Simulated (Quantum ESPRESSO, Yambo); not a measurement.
# A GW chain in Yambo: PtSe2 (1T monolayer), part 3 of 3

Aim: the G0W0 gap of PtSe2 (1T monolayer) on PBE, step by step.

Quantum ESPRESSO 7.5 and Yambo 5.3.0; PBE and many-body steps on it, plane waves. Known limits of the many-body steps: not at the basis limit; no spin polarisation; d states lean on the start; no spin-orbit coupling.

So far. Step 3 (Bands along the symmetry lines): The gap is 1.408 eV, +0.012 eV from the run before at this level. Step 4 (Empty states on the mesh, 6×6×1 mesh, 118 bands): On this mesh the gap is 1.671 eV. The earlier step found 1.396 eV, so this mesh misses an edge.

## Step 6: Screening and self-energy, 6×6×1 mesh, 118 bands, screening to 108.8 eV

G0W0 replaces the xc potential by the self-energy, built once from these orbitals. Only a window of levels is corrected, while the sums run over the empty bands that the input names.

This step: G0W0 on PBE, plane waves, norm-conserving pseudopotentials.

Contents of gw1.in:

```
HF_and_locXC
gw0
dyson
ppa
em1d
rim_cut
rim_w
RandQpts= 3000000
RandGvec= 100 RL
CUTGeo= "slab z"
RandGvecW= 9 RL
EXXRLvcs= 104 Ry
VXCRLvcs= 416 Ry
Chimod= "HARTREE"
% BndsRnXp
 1 | 118 |
%
NGsBlkXp= 8 Ry
% LongDrXp
 1 | 1 | 0 |
%
% GbndRnge
 1 | 118 |
%
DysSolver= "n"
ExtendOut
PPAPntXp= 27.21138 eV
% QPkrange
 5 | 5 | 32 | 35 |
 2 | 2 | 32 | 35 |
 1 | 1 | 32 | 35 |
%
```

Run with:

```
$ OMP_NUM_THREADS=2 mpirun -n 4 yambo -F gw1.in -J gw1 -C gw1 > gw1.log
```

The program printed:

```text
 Yambo, version 5.3.0

 [02] CORE Variables Setup
 =========================

  [... cell, symmetries and grids as in the set-up ...]

  [02.05] Energies & Occupations
  ==============================

  [X] === General ===
  [X] Electronic Temperature                        :  0.000000  0.000000 [eV K]
  [X] Bosonic    Temperature                        :  0.000000  0.000000 [eV K]
  [X] Finite Temperature mode                       : no
  [X] El. density                                   :  0.36106E+24 [cm-3]
  [X] Fermi Level                                   :  0.560800 [eV]

  [X] === Gaps and Widths ===
  [X] Conduction Band Min                           :  1.671470 [eV]
  [X] Valence Band Max                              :  0.000000 [eV]
  [X] Filled Bands                                  :   33
  [X] Empty Bands                                   :   34  118
  [X] Direct Gap                                    :  1.742775 [eV]
  [X] Direct Gap localized at k                     :  2
  [X] Indirect Gap                                  :  1.671470 [eV]
  [X] Indirect Gap between kpts                     :   5   2
  [X] Last valence band width                       :  1.322094 [eV]
  [X] 1st conduction band width                     :  1.289814 [eV]

 [03] Transferred momenta grid and indexing
 ==========================================

 IBZ Q-points                                      :   7
 BZ  Q-points                                      :   36

 K/Q-points units:
 rlu = crystal or reduced units; cc = cartesian coordinates; iku = interal k-units

 Q [1]          [rlu]:  0.000000  0.000000  0.000000
 Q [2]          [rlu]: -0.31909E-17  0.16667       0.0000
 Q [3]          [rlu]: -0.63818E-17  0.33333       0.0000
 Q [4]          [rlu]:  0.95727E-17 -0.50000       0.0000
 Q [5]          [rlu]:  0.166667  0.166667  0.000000
 Q [6]          [rlu]:  0.166667  0.333333  0.000000
 Q [7]          [rlu]:  0.333333  0.333333  0.000000

 [04] Coloumb potential Random Integration (RIM)
 ===============================================

 Performing RIM of v_slab

  [04.01] RIM initialization
  ==========================

  * Diagonal components only detected *

  8 x (sBL volume)        :  0.044685 [a.u.]
  sBZ random points       :  3000000
  Points outside the sBZ  :  24000829
  RL volume               :  0.201085 [a.u.]
  Integrated volume       :  0.201078 [a.u.]

  [04.02] RIM integrals
  =====================

  Gamma point sphere radius             :  0.040053 [a.u.]
  Points outside the sphere             :  2398884
  [Int_sBZ(q=0) 1/q^2]*(Vol_sBZ)^(-1/3) =:  7.507497
                                 should be <:  7.795600

  Summary of Coulomb integrals for non-metallic bands |Q|[au] RIM/Bare

  Q [1] 0.100000E-4 0.963043 * Q [2] 0.170580 1.006765
  Q [5] 0.295453 1.027083 * Q [3] 0.341160 1.025122
  Q [6] 0.451312 1.018067 * Q [4] 0.511740 1.014812
  Q [7] 0.590906 1.011371
  Non-periodic chartesian directions : none
  Optical renormalization            :  28.34589 [au]
  Polarizability dimension           : length

 [05] Coloumb potential CutOffslab
 =================================

 Cut directionsZ
 Slab Cutoff:Z
 Symmetry test passed : yes

 [06] Dipoles
 ============

  [06.01] Setup: observables and procedures
  =========================================

  [WARNING] [x,Vnl] slows the Dipoles computation. To neglect it rename the ns.kb_pp file

 [07] Dynamic Dielectric Matrix (PPA)
 ====================================

 [WR./gw1//ndb.pp]---------------------------------------------------------------
  Brillouin Zone Q/K grids (IBZ/BZ)                :    7   36    7   36
  RL vectors                                       :  25897 [WF]
  Coulomb cutoff potential                         : slab z
  Electronic Temperature                           :  0.000000 [K]
  Bosonic    Temperature                           :  0.000000 [K]
  PPA    diel. fun.  energies                      : Perdew, Burke & Ernzerhof(X)+Perdew, Burke & Ernzerhof(C)
  wavefunctions                                    : Perdew, Burke & Ernzerhof(X)+Perdew, Burke & Ernzerhof(C)
  Global Gauge                                     : length
  X matrix size                                    :   475
  X band range                                     :    1  118
  X e/h energy range                               : -1.000000 -1.000000 [eV]
  X Time ordering                                  : R
  X Hxc Kernel                                     : HARTREE
  X Drude frequency                                :  0.000000  0.000000
  X poles                                          :  100.0000 [o/o]
  RL vectors in the sum                            :  25897
  [r,Vnl] included                                 : yes
  Field direction                                  :  0.707107E-5  0.707107E-5   0.00000
  BZ energy Double Grid                            : no
  BZ energy DbGd points                            : 0
  BZ Q point size factor                           : -1.000000
  X Optical Averaged directions                    : none

 [08] Local Exchange-Correlation + Non-Local Fock
 ================================================

 [VXC] Plane waves :  176333
 [EXS] Plane waves :  22149

 QP @ state[ 1 ] K range:  1  2
 QP @ state[ 1 ] b range:   32   35
 QP @ state[ 2 ] K range:   5   5
 QP @ state[ 2 ] b range:   32   35

 [xc] Functional : Perdew, Burke & Ernzerhof(X)+Perdew, Burke & Ernzerhof(C)
 [xc] LIBXC used to calculate xc functional
  PP Number of Atomic Species                      :  2
  NLCC RL compoments                               :  176333
  PP Number of Atomic Species                      :  2
  NLCC RL compoments                               :  176333

 [xc] E_xc :  -62.08773 [Ha]
      E_xc :  -124.1755 [Ry]

  Local XC kind (lXC) : Perdew, Burke & Ernzerhof(X)+Perdew, Burke & Ernzerhof(C)
  Non-Local XC kind (nlXC) : Hartree-Fock

  Corrections @ K [1] :  [eV]
 <32|nlXC|32> = -16.52050 -0.46444E-17 <32|lXC|32> = -14.96917  0.18882E-15
 <33|nlXC|33> = -16.52052 -0.84857E-17 <33|lXC|33> = -14.96919 -0.94408E-16
 <34|nlXC|34> = -14.18277 -0.45078E-18 <34|lXC|34> = -17.79633  0.18882E-15
 <35|nlXC|35> = -14.18279 -0.34176E-18 <35|lXC|35> = -17.79642  0.16226E-16

  Corrections @ K [2] :  [eV]
 <32|nlXC|32> = -16.42715 -0.23840E-17 <32|lXC|32> = -14.47361  0.18882E-15
 <33|nlXC|33> = -17.76574 -0.80546E-17 <33|lXC|33> = -15.82276  0.000000
 <34|nlXC|34> = -13.42767 -0.21285E-17 <34|lXC|34> = -16.42150  0.000000
 <35|nlXC|35> = -13.69921  0.24773E-17 <35|lXC|35> = -17.32080 -0.56645E-15

  Corrections @ K [5] :  [eV]
 <32|nlXC|32> = -20.67704 -0.92253E-17 <32|lXC|32> = -17.50622  0.37763E-15
 <33|nlXC|33> = -17.51141  0.35314E-17 <33|lXC|33> = -15.41055  0.000000
 <34|nlXC|34> = -12.70565  0.79951E-18 <34|lXC|34> = -15.96921  0.000000
 <35|nlXC|35> = -13.40891  0.48057E-17 <35|lXC|35> = -16.71137 -0.59005E-16

 [09] Dyson equation: Newton solver
 ==================================

  [09.01] RIM-W interpolation
  ===========================

  [WARNING] RIM-W works only for 2D semiconductors with slab cutoff
  Found compatible q grid: 2D
  q_min[ 1 ]:  0.16667      0.13296E-11   0.0000     [rlu]
   0.166667  0.083333  0.000000 [iku]
  q_min[ 2 ]:  0.31909E-17  0.16667       0.0000     [rlu]
   0.10261E-10  0.16667       0.0000     [iku]
  G-vectors :   9
  G-vectors loaded:   63
  Number of interpolated frequencies:  2

  Evaluating coefficients q = 0
  Evaluating coefficients q = 0

  [09.02] RIM-W integrals
  =======================

  8 x (sBL volume)        :  0.044685 [a.u.]
  sBZ random points       :  3000000
  Points outside the sBZ  :  24000829
  RL volume               :  0.201085 [a.u.]
  Integrated volume       :  0.201078 [a.u.]

  [09.03] RIM integrals
  =====================

  Comparison between head Wc = W - v averages: < Wc > [au] RIM-W/RIM

   < -Wc [Q = 1] > 0.380102E-1 0.570748E-4 * < -Wc [Q = 2] > 0.005776 0.005600
   < -Wc [Q = 3] > 0.001059 0.001037 * < -Wc [Q = 4] > 0.355495E-3 0.351776E-3
   < -Wc [Q = 5] > 0.001549 0.001514 * < -Wc [Q = 6] > 0.501094E-3 0.495049E-3
   < -Wc [Q = 7] > 0.230387E-3 0.227735E-3

  Comparison between head Wc = W - v averages: < Wc > [au] RIM-W/RIM

   < -Wc [G = 1,G`=0] > 0.380102E-1 0.570748E-4 * < -Wc [G = 2,G`=0] >-0.002073 0.000000
   < -Wc [G = 3,G`=0] >-0.002073 0.000000 * < -Wc [G = 4,G`=0] > 0.759457E-5  0.00000
   < -Wc [G = 5,G`=0] > 0.763403E-5  0.00000 * < -Wc [G = 6,G`=0] > 0.135458E-3  0.00000
   < -Wc [G = 7,G`=0] > 0.135427E-3  0.00000 * < -Wc [G = 8,G`=0] >-0.248604E-4  0.00000
   < -Wc [G = 9,G`=0] >-0.248614E-4  0.00000

 [10] G0W0 (W PPA)
 =================

 [  GW  ] Bands range     :    1  118
 [GW/PPA] G damping       :  0.100000 [eV]

 QP @ state[ 1 ] K range:  1  2
 QP @ state[ 1 ] b range:   32   35
 QP @ state[ 2 ] K range:   5   5
 QP @ state[ 2 ] b range:   32   35

  Sc/G bands                                       :    1  118
  Sc/G damping                                     :  0.100000 ev
  Sc bands terminator                              : no
  Sx RL components                                 :  22149

  QP @ state[ 1 ] K range                          :  1  2
  QP @ state[ 1 ] b range                          :   32   35
  QP @ state[ 2 ] K range                          :   5   5
  QP @ state[ 2 ] b range                          :   32   35
  GF energies kind                                 : Perdew, Burke & Ernzerhof(X)+Perdew, Burke & Ernzerhof(C)
  GF WF`s kind                                     : Perdew, Burke & Ernzerhof(X)+Perdew, Burke & Ernzerhof(C)
  Xs energies kind                                 : Perdew, Burke & Ernzerhof(X)+Perdew, Burke & Ernzerhof(C)
  Xs WF`s kind                                     : Perdew, Burke & Ernzerhof(X)+Perdew, Burke & Ernzerhof(C)

 [14] Game Over & Game summary
```

It took 4.8 min on 4 MPI ranks of Arm Neoverse V1, shared host; peak memory 5.6 GiB; 33 min of CPU time.

This step gave:

| Quantity | Value |
| --- | --- |
| G0W0 gap on the points computed | 2.766 eV |
| starting gap on the mesh | 1.671 eV |
| k of the valence top | 0.1667, 0.1667, 0 |
| k of the conduction bottom | 0, 0.1667, 0 |
| least direct G0W0 gap on the computed points | 2.789 eV |
| Z at the valence top | 0.7421 |
| Z at the conduction bottom | 0.7466 |

The gap on the mesh goes from 1.67 eV to 2.77 eV, a correction of +1.10 eV. The start differs from the 1.40 eV found before because the two sample other k points.

Limits: finite bands, cutoff and mesh; no spin polarisation; d states lean on the start; no spin-orbit coupling. v1 is the top filled band, c1 the lowest empty one. The levels before and after the correction (eV, zero at the valence-band top of each column):

```
           conduction bottom  valence top
Kohn-Sham               1.67         0.00
     G0W0               2.77         0.00
```

```
                        level  energy (eV)
Kohn-Sham      (0 0.167 0) v2       -0.122
Kohn-Sham      (0 0.167 0) v1       -0.071
Kohn-Sham      (0 0.167 0) c1        1.671
Kohn-Sham      (0 0.167 0) c2        2.654
Kohn-Sham  (0.167 0.167 0) v2       -0.660
Kohn-Sham  (0.167 0.167 0) v1        0.000
Kohn-Sham  (0.167 0.167 0) c1        1.806
Kohn-Sham  (0.167 0.167 0) c2        1.841
     G0W0      (0 0.167 0) v2       -0.196
     G0W0      (0 0.167 0) v1       -0.022
     G0W0      (0 0.167 0) c1        2.766
     G0W0      (0 0.167 0) c2        3.914
     G0W0  (0.167 0.167 0) v2       -0.531
     G0W0  (0.167 0.167 0) v1        0.000
     G0W0  (0.167 0.167 0) c1        2.901
     G0W0  (0.167 0.167 0) c2        2.984
```

## Step 7: Where the time went

Times are wall times on the hardware named with each run, good to a factor of about two.

```
                          step     time  share  memory (GiB)
                  ground state     42 s   11 %           1.7
bands along the symmetry lines     20 s    5 %           1.5
      empty states on the mesh     31 s    8 %           1.4
         conversion and set-up      4 s    1 %          0.27
     screening and self-energy  4.8 min   75 %           5.6
```

## Step 8: Results

```json
{
 "PBE gap": "1.40 eV, indirect",
 "G0W0 gap on the mesh": "2.77 eV",
 "G0W0 gap over the zone (rigid shift)": "2.49 eV",
 "GW settings": "6×6×1 mesh, 118 bands, screening to 108.8 eV, Godby-Needs plasmon pole",
 "known limits": "not at the basis limit; no spin polarisation; d states lean on the start; no spin-orbit coupling"
}
```

**Reading.** G0W0 moves the gap on the mesh from 1.67 eV to 2.77 eV (+1.10 eV), with Z of 0.74 and 0.75 at the edges. The mesh misses the band edges by 0.28 eV in all; a rigid shift gives 2.49 eV for the zone. Only 3 of the mesh's irreducible points were corrected, so a valley elsewhere could overtake. The dearest step here is «screening and self-energy». Against experiment, by G0W0@PBE: the gap of 2.49 eV lies +0.59 eV from the measured 1.9 ± 0.05 eV (electronic, 8.5 K, on bilayer graphene on SiC(0001), 2023); the gap of 2.49 eV lies +0.49 eV from the measured 2 ± 0.1 eV (electronic, 77 K, on HOPG, 2021); the gap of 2.49 eV lies +0.54 eV from the measured 1.95 ± 0.05 eV (electronic, on bilayer graphene on SiC(0001), 2023). The computed sheet is free-standing; a substrate or cover screens it further and lowers both gap and binding, while the exciton line moves little. The calculation has static nuclei and no excitons; a measured gap holds zero-point and thermal motion, which mostly lowers it. With atoms this heavy the missing spin-orbit coupling can matter too. Bands and cutoff are finite, so the gap is not at the basis limit. The miss can reach some tenths of an eV and take either sign; the mesh is an error of its own. In the G0W0 run levels were corrected at 3 k points alone, so a gap called «on the mesh» is the least over those, and an edge elsewhere would be missed. A denser mesh or path gives a starting gap of 1.40 eV: the GW mesh misses a band edge, so its gaps are not the fundamental one. The runs have no spin polarisation. For a closed low-spin shell that is the natural state; where a d or f shell is open it is a constraint, and the gap is then not the crystal's own. With d states at the gap, one-shot GW leans hard on its start.

[Paths, hosts, dates, memory and timing lines, banners, echoed tables and standing remarks are left out of the program output.]

[Logs are printed without paths, hosts, clocks, repeated set-up lines and the standing remarks that a program may print on its own settings, such as how far it seeks lower states.]

[Runs of the session that timed out or met a known fault of the program may be left out.]

[Hosts, paths, dates, database ids (printed as entryN), source tags and the programs' standing remarks are cut or masked in the printed files.]
